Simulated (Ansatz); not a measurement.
# K on Ni(111): change of the work function, part 4 of 4

Wanted: Δφ(θ) for K/Ni(111), starting from the fcc site.

Ansatz 0.2.0; plane-wave DFT, PBE, Ansatz PAW.

So far, work function, upper face (eV): step 2 (the clean slab) 5.07; step 3 (37 atoms, coverage 0.111 ML, cell 3x3) 1.73.

## Step 4: The covered slab, k-mesh 6×6×1, coverage 0.25 ML (continued)

Projected DOS per atom, spin up over height of the atomic layer and energy from the Fermi level. Layers: Ni4 Ni4 Ni4 Ni4 K from below.

Ten even steps from '0' (0.00 states/eV) to '9' (2.12 states/eV), each cell a mean:
```
00000
00000
00002
00001
00001
55660
97690
65550
74480
87680
45540
33330
24420
13310
02200
01100
00000
00000
00000
00000
00000
00000
```
Columns: height of the atomic layer (Å) from 9 to 17.8 (not evenly spaced); rows upwards: energy from the Fermi level (eV) from -7.96 to 1.95.

Projected DOS per atom, spin down over height of the atomic layer and energy from the Fermi level. Layers: Ni4 Ni4 Ni4 Ni4 K from below.

Ten even steps from '_' (0.00 states/eV) to '@' (1.88 states/eV), each cell a mean:
```
........__
________..
..........
--==----::
%%%%##%%..
%%****%%__
**++++++__
@@####@@..
##****%%__
--====--__
--====--__
::====::__
..----::__
..::::..__
__....____
__________
__________
__________
__________
__________
__________
__________
```
Columns: height of the atomic layer (Å) from 9 to 17.8 (not evenly spaced); rows upwards: energy from the Fermi level (eV) from -7.96 to 1.95.

Site moment by atom:

| atom | site moment (μB) |
| --- | --- |
| Ni1 | 0.697 |
| Ni2 | 0.712 |
| Ni3 | 0.692 |
| Ni4 | 0.598 |
| Ni5 | 0.697 |
| Ni6 | 0.710 |
| Ni7 | 0.692 |
| Ni8 | 0.598 |
| Ni9 | 0.697 |
| Ni10 | 0.710 |
| Ni11 | 0.692 |
| Ni12 | 0.598 |
| Ni13 | 0.695 |
| Ni14 | 0.710 |
| Ni15 | 0.690 |
| Ni16 | 0.626 |
| K17 | -0.007 |

Spin density in the ca plane at fractional y = 0.167, with atoms of Ni and K within 0.2 Å of it.

Ten even steps from '0' (0.0 e/Å³) to '9' (2.2 e/Å³), each cell a mean:
```
00000000000000000000000000000000000000000000
00000000000000000000000000000000000000000000
00000001000000000000000000000000000000000000
00000027300000000000000000000000000000000000
00000028400000000000000000000000000000000000
00000001000000000000000000000000000000000000
00000000000000000000000000000000000000000000
00000000000000000000000000000000000000000000
00000000000000000000000000000000000000000000
00000013100000000000000000000000000000000000
00000039500000000000000000000000000000000000
00000014200000000000000000000000000000000000
00000000000000000000000000000000000000000000
```
Columns run along c (16.0 Å, from fractional 0.31 to 0.90 of the cell), rows up along a (5.0 Å). Atoms in or near the plane, at fractional coordinates: Ni at (0.41, 0.17), Ni at (0.41, 0.67), K at (0.66, 0.17).

ELF of down spins in the ca plane at fractional y = 0.167, with atoms of Ni and K within 0.2 Å of it. It is the smooth field of the valence electrons, not physical close to the nuclei.

Ten even steps from '0' (0.00) to '9' (0.86), each cell a mean:
```
22222322232222222222221014652000012211000000
22222222222222222222222100000000122211000000
22223223222222222222233210000001222211000000
33332246522333222333443321000112332211000000
33332246522333322333443321100122332211000000
22223223322322222222233210000011232211000000
22222222222222222222222100000000122211000000
22222322232222222222222013542000022211000000
22222222223222222222221159996300012211000000
32233234422322222223331399999510012211000000
44442257522333322334431498799620012211000000
33333245422332222223331399999610012211000000
22222222223222222222221169997300012211000000
```
Columns run along c (16.0 Å, from fractional 0.31 to 0.90 of the cell), rows up along a (5.0 Å). Atoms in or near the plane, at fractional coordinates: Ni at (0.41, 0.17), Ni at (0.41, 0.67), K at (0.66, 0.17).

Electrostatic potential energy in the ca plane at fractional y = 0.167, with atoms of Ni and K within 0.2 Å of it. With pseudopotentials it is smooth inside the atoms' cores, unlike the true potential.

Ten even steps from '0' (-45 eV) to '9' (7 eV), each cell a mean:
```
74479998999854688645899998889999999999999999
75579988899855789756899999999999999999999999
98889731379988899888999999999999999999999999
99999500038999999999999999999999999999999999
99999500038999999999999999999999999999999999
98899731269988999888999999999999999999999999
75579987799865799756899999999999999999999999
74479998999854688645899998889999999999999999
86689865689876899867899986568999999999999999
98899610158998999999999851026899999999999999
99999400038999999999999830005899999999999999
99999600048999999999999841016899999999999999
87789864589877899877999975458999999999999999
```
Columns run along c (16.0 Å, from fractional 0.31 to 0.90 of the cell; values clipped at the 3rd and 97th percentile), rows up along a (5.0 Å). Atoms in or near the plane, at fractional coordinates: Ni at (0.41, 0.17), Ni at (0.41, 0.67), K at (0.66, 0.17).

The relaxation took 4 steps and lowered the energy by 0.065 eV; the largest force on the free atoms ends at 0.010 eV/Å.

By hand: a sheet of dipoles makes a step −p/(ε₀A) in the electron's potential. With e/ε₀ = 180.95 V·Å, p = 0.3636 e·Å and A = 21.46 Å², that is −180.95 × (0.3636) / 21.46 = -3.066 eV, and the two vacuum levels of the run differ by -3.066 eV.

The covered face has 2.01 eV, -3.07 eV against the clean one; the bare back face has moved by -0.01 eV, a measure of how thin the slab is.

## Step 5: Work function against coverage

This step: plane-wave DFT, PBE, Ansatz PAW; work function against coverage (Ansatz 0.2.0).

The runs are now put side by side.

This step gave:

| Quantity | Value |
| --- | --- |
| work function of the clean face | 5.072 eV |
| largest change of the work function | -3.339 eV |

The work function of the covered face by coverage:

| coverage (adsorbates/nm²) | work function of the covered face (eV) |
| --- | --- |
| 0.00 | 5.07 |
| 2.07 | 1.73 |
| 4.66 | 2.01 |

The dipole per adsorbate comes from the change of the cell's dipole. Coverage, by row:

| coverage (1/nm²) | coverage (ML) | work function (eV) | change (eV) | dipole per adsorbate, positive end outwards (debye) | mean height of the added atoms over the highest substrate atom (Å) |
| --- | --- | --- | --- | --- | --- |
| 2.071 | 0.1111 | 1.733 | -3.339 | 4.277 | 2.719 |
| 4.66 | 0.25 | 2.005 | -3.067 | 1.741 | 2.716 |

## Step 6: What came out

```json
{
 "work function of the clean face": "5.07 eV",
 "work function at 0.11 ML": "1.73 eV",
 "work function at 0.25 ML": "2.01 eV",
 "dipole per adsorbate at 0.11 ML, positive end outwards": "4.28 D"
}
```

What this shows: K lowers the work function of Ni(111) at the lowest coverage, by 3.34 eV: the adsorbate layer has its positive end outwards. The slab has 4 layers, at the tabulated experimental lattice constant, one starting site was run, and quantum-size effects of a slab this thin can reach one or two tenths of an eV. The magnetic order is the one reached from the typed start; other orders were not compared.

[Logs are printed without paths, hosts, clocks, repeated set-up lines and the standing remarks that a program may print on its own settings, such as how far it seeks lower states.]

[Hosts, paths, dates, database ids (printed as entryN), source tags and the programs' standing remarks are cut or masked in the printed files.]

[Maps of the electrostatic potential energy from Ansatz leave out the sawtooth potential of an applied field or a dipole correction, so their vacuum need not be flat; planar profiles and work functions include it.]
